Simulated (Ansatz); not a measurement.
# Bands, cutoff and cost in G0W0 for Ta2O5 (Pmmn), part 2 of 2

Wanted: a G0W0 gap for Ta2O5 (Pmmn) that is converged in bands and cutoff, or an estimate of the limit.

Ansatz 0.2.0; G0W0 on LDA, plane waves, PAW. Known limits of the many-body steps: not at the basis limit; no spin-orbit coupling; coarse k mesh.

So far. Step 4 (1637 empty bands, screening to 240 eV): Against the run with 4×2×4 mesh, 891 empty bands, screening to 160 eV, hard PAW files, the gap moves by +0.10 eV.

### 5. 2640 empty bands, screening to 330 eV

Contents of input.yaml:

```yaml
crystal:
  lattice:
    - [3.84085413, 0.0, 0.0]
    - [0.0, 13.0373230544, 0.0]
    - [0.0, 0.0, 3.8741645114]
  atoms:
    - { symbol: Ta, position: [0.0, 0.14579693, 0.02271197] }
    - { symbol: Ta, position: [0.5, 0.35420307, 0.97728803] }
    - { symbol: Ta, position: [0.5, 0.64579693, 0.97728803] }
    - { symbol: Ta, position: [0.0, 0.85420307, 0.02271197] }
    - { symbol: O, position: [0.5, 0.18522554, 0.00205837] }
    - { symbol: O, position: [0.0, 0.31477446, 0.99794163] }
    - { symbol: O, position: [0.0, 0.68522554, 0.99794163] }
    - { symbol: O, position: [0.5, 0.81477446, 0.00205837] }
    - { symbol: O, position: [0.0, 0.85107074, 0.50764741] }
    - { symbol: O, position: [0.5, 0.64892926, 0.49235259] }
    - { symbol: O, position: [0.5, 0.35107074, 0.49235259] }
    - { symbol: O, position: [0.5, 0.5, 0.99500122] }
    - { symbol: O, position: [0.0, 0.0, 0.00499878] }
    - { symbol: O, position: [0.0, 0.14892926, 0.50764741] }
kpoints:
  mp_grid: { grid: [4, 2, 4] }
hamiltonian:
  xc: lda
  pseudopotentials: { kind: paw, source: ansatz }
scf:
  occupations: { method: fixed }
gw:
  n_empty_bands: 2640
  ecut_chi: 330.0
  qp_bands: [v4, c4]
  qp_kpoints: band_edges
  screening: { model: contour_deformation }
```

Started as:

```
$ ansatz run input.yaml --threads 4 --pin off --max-ram 138240MiB --backend cuda --events-out ev --progress --plain --runs-dir out --devices 1 --max-vram 26GiB
```

Numbers of over 12 decimals in the logs are rounded to 6 here.

What it wrote:

```text
GPUs: using 1 of 1 available (devices: 1).
[...]
GPU FFT provider: cuFFT
GPU libraries: cuBLAS 13.8.2, cuFFT 12.4.0, cuSOLVER 12.3.4
Crystal: 14 atoms, lattice volume = 193.997 Å³
Basis set: ecut = 930 eV, 12573 PW (Γ)
Bands: 101, of which v1, the nominal top of the filled ones, is band 84 counted from 1 (83 counted from 0)
Symmetry: 8 space group operations
[...]
k-points: 18 of 32
[...]
0    88     10.8508   -13.4105    -5.0434   -19.3127  0.7854    11.7199    11.7096  root
[...]
17    85     11.3464   -13.6124    -5.2918   -19.8079  0.7781    12.2630    12.2501  root
    17    86     11.3464   -13.6124    -5.2918   -19.8079  0.7781    12.2630    12.2501  root
    17    87     13.1311   -14.9873    -5.8259   -21.7322  0.7429    14.0678    14.0502  root
    17    88     13.1311   -14.9873    -5.8259   -21.7322  0.7429    14.0678    14.0502  root
[key lines of the parts left out:]
SCF converged after 12 iterations
Free energy (F): -71690.599235 eV
Fermi energy:    8.181154 eV
```

It took 14 min on 1 × NVIDIA H100 80GB HBM3 (shared by 3 runs) with 4 threads of AMD EPYC 7R13 (Zen 3), shared host; peak memory 33 GiB.

Numbers from this step:

```yaml
bands_summed: 2724
rpa_eps_infinity_on_this_mesh_eigenvalues: 4.638, 4.861, 7.060
plane_waves_in_the_screening_matrix: 2635
g0w0_gap_on_the_mesh: 3.849 eV
k_of_the_valence_top: -0.5, -0.5, -0.5
k_of_the_conduction_bottom: 0, 0, 0
starting_gap_on_the_mesh: 2.213 eV
least_direct_g0w0_gap_on_the_computed_points: 4.510 eV
```

Against the run with 4×2×4 mesh, 1637 empty bands, screening to 240 eV, hard PAW files, the gap moves by +0.06 eV.

### 6. Changing the k mesh: 6×2×6 mesh, 440 empty bands, screening to 100 eV, hard PAW files

A second mesh at equal bands and cutoff isolates the sampling error. Bands and cutoff differ from the step before, so it is read against an earlier run that matches them.

input.yaml: that of step 5 with these lines changed.

```diff
@@ -21,3 +21,3 @@
 kpoints:
-  mp_grid: { grid: [4, 2, 4] }
+  mp_grid: { grid: [6, 2, 6] }
 hamiltonian:
@@ -28,4 +28,4 @@
 gw:
-  n_empty_bands: 2640
-  ecut_chi: 330.0
+  n_empty_bands: 440
+  ecut_chi: 100.0
   qp_bands: [v4, c4]
```

What it wrote:

```text
GPUs: using 1 of 1 available (devices: 1).
[...]
GPU FFT provider: cuFFT
GPU libraries: cuBLAS 13.8.2, cuFFT 12.4.0, cuSOLVER 12.3.4
Crystal: 14 atoms, lattice volume = 193.997 Å³
Basis set: ecut = 930 eV, 12573 PW (Γ)
Bands: 101, of which v1, the nominal top of the filled ones, is band 84 counted from 1 (83 counted from 0)
Symmetry: 8 space group operations
[...]
k-points: 32 of 72
[...]
0    88     10.8565   -13.4731    -4.6028   -19.3110  0.7921    12.1122    12.0915  root
[...]
31    85     11.3525   -13.6022    -4.8852   -19.8054  0.7833    12.6986    12.6706  root
    31    86     11.3525   -13.6022    -4.8852   -19.8054  0.7833    12.6986    12.6706  root
    31    87     13.1373   -14.9862    -5.3289   -21.7298  0.7505    14.6009    14.5518  root
    31    88     13.1373   -14.9862    -5.3289   -21.7298  0.7505    14.6009    14.5518  root
[key lines of the parts left out:]
SCF converged after 12 iterations
Free energy (F): -71690.654945 eV
Fermi energy:    8.173967 eV
```

Run time: 6 min. Hardware: 1 × NVIDIA H100 80GB HBM3 (shared by 3 runs) with 4 threads; peak memory 5.9 GiB; 11 min of CPU time.

This step gave:

| Property | Result |
| --- | --- |
| bands summed | 524 |
| RPA ε∞ on this mesh (eigenvalues) | 4.670, 4.689, 6.514 |
| plane waves in the screening matrix | 433 |
| G0W0 gap on the mesh | 3.632 eV |
| k of the valence top | -0.5, -0.5, -0.5 |
| k of the conduction bottom | 0, 0, 0 |
| starting gap on the mesh | 2.226 eV |
| least direct G0W0 gap on the computed points | 4.272 eV |

Against the run with 4×2×4 mesh, 440 empty bands, screening to 100 eV, hard PAW files, the gap moves by +0.018 eV.

### 7. Side by side

Times are wall times on 1 × NVIDIA H100 80GB HBM3 (shared by 3 runs) with 4 threads of AMD EPYC 7R13 (Zen 3), shared host, good to a factor of about two.

```tsv
mesh	files	frequency	bands summed	cutoff (eV)	start (eV)	G0W0 (eV)	time	host memory (GiB)
4×2×4	hard PAW	contour deformation	524	100	2.213	3.614	68 s	4.0
4×2×4	hard PAW	contour deformation	975	160	2.213	3.691	2.2 min	7.6
4×2×4	hard PAW	contour deformation	1721	240	2.213	3.787	7.4 min	16
4×2×4	hard PAW	contour deformation	2724	330	2.213	3.849	14 min	33
6×2×6	hard PAW	contour deformation	524	100	2.226	3.632	6 min	5.9
```

The parts of the quasiparticle energy at the two band edges (eV; QP = start + Σx + Σc − Vxc):

```tsv
run	edge	start	Σx	Σc	Vxc	Z	QP
524 bands	valence top	8.18	-26.34	4.79	-21.33	0.73	7.97
524 bands	conduction bottom	10.39	-13.07	-4.52	-18.77	0.79	11.58
975 bands	valence top	8.18	-26.34	4.54	-21.33	0.73	7.72
975 bands	conduction bottom	10.39	-13.07	-4.69	-18.77	0.79	11.41
1721 bands	valence top	8.18	-26.34	4.33	-21.33	0.72	7.51
1721 bands	conduction bottom	10.39	-13.07	-4.80	-18.77	0.79	11.29
2724 bands	valence top	8.18	-26.34	4.20	-21.33	0.72	7.38
2724 bands	conduction bottom	10.39	-13.07	-4.87	-18.77	0.79	11.23
```

### 8. Outcome

```
524 bands, 100 eV                   : 3.614 eV
975 bands, 160 eV                   : 3.691 eV
1721 bands, 240 eV                  : 3.787 eV
2724 bands, 330 eV                  : 3.849 eV
estimated limit in bands and cutoff : 3.96 eV
mesh and start                      : 4×2×4, LDA
```

In words: A line in one over the bands through the two highest rungs gives 3.96 eV, +0.11 eV from the top rung; the pair below gives 3.91 eV, so the estimate is still climbing. The rungs stand 0.34 eV (524 bands), 0.26 eV (975 bands), 0.17 eV (1721 bands) and 0.11 eV (2724 bands) from it. From 524 to 2724 bands the gap moves by +0.23 eV while the time grows 13-fold. Σc changes by −0.59 eV at the valence top and −0.36 eV at the conduction bottom, so the levels themselves move more than the gap between them. On the 6×2×6 mesh in place of 4×2×4 the gap differs by +0.02 eV, of which +0.01 eV is already in the start. Gaps are over the mesh's points; an edge off the mesh would be missed. The 4×2×4 mesh is coarse for this cell (its supercell is 15 Å along the shortest edge). The RPA ε∞ on it, from the LDA start, is 4.64, 4.86 and 7.06; such meshes misread the long-range screening, most where the gap is narrow. The many-body steps are scalar-relativistic: spin-orbit coupling is not in them.

[Paths, hosts, dates, memory and timing lines, banners, echoed tables and standing remarks are left out of the program output.]

[Logs are printed without paths, hosts, clocks, repeated set-up lines and the standing remarks that a program may print on its own settings, such as how far it seeks lower states.]

[Runs of the session that timed out or met a known fault of the program may be left out.]

[Cells called generated may have been cut or substituted from an entry of the Crystallography Open Database or the Materials Project.]

[Hosts, paths, dates, database ids (printed as entryN), source tags and the programs' standing remarks are cut or masked in the printed files.]
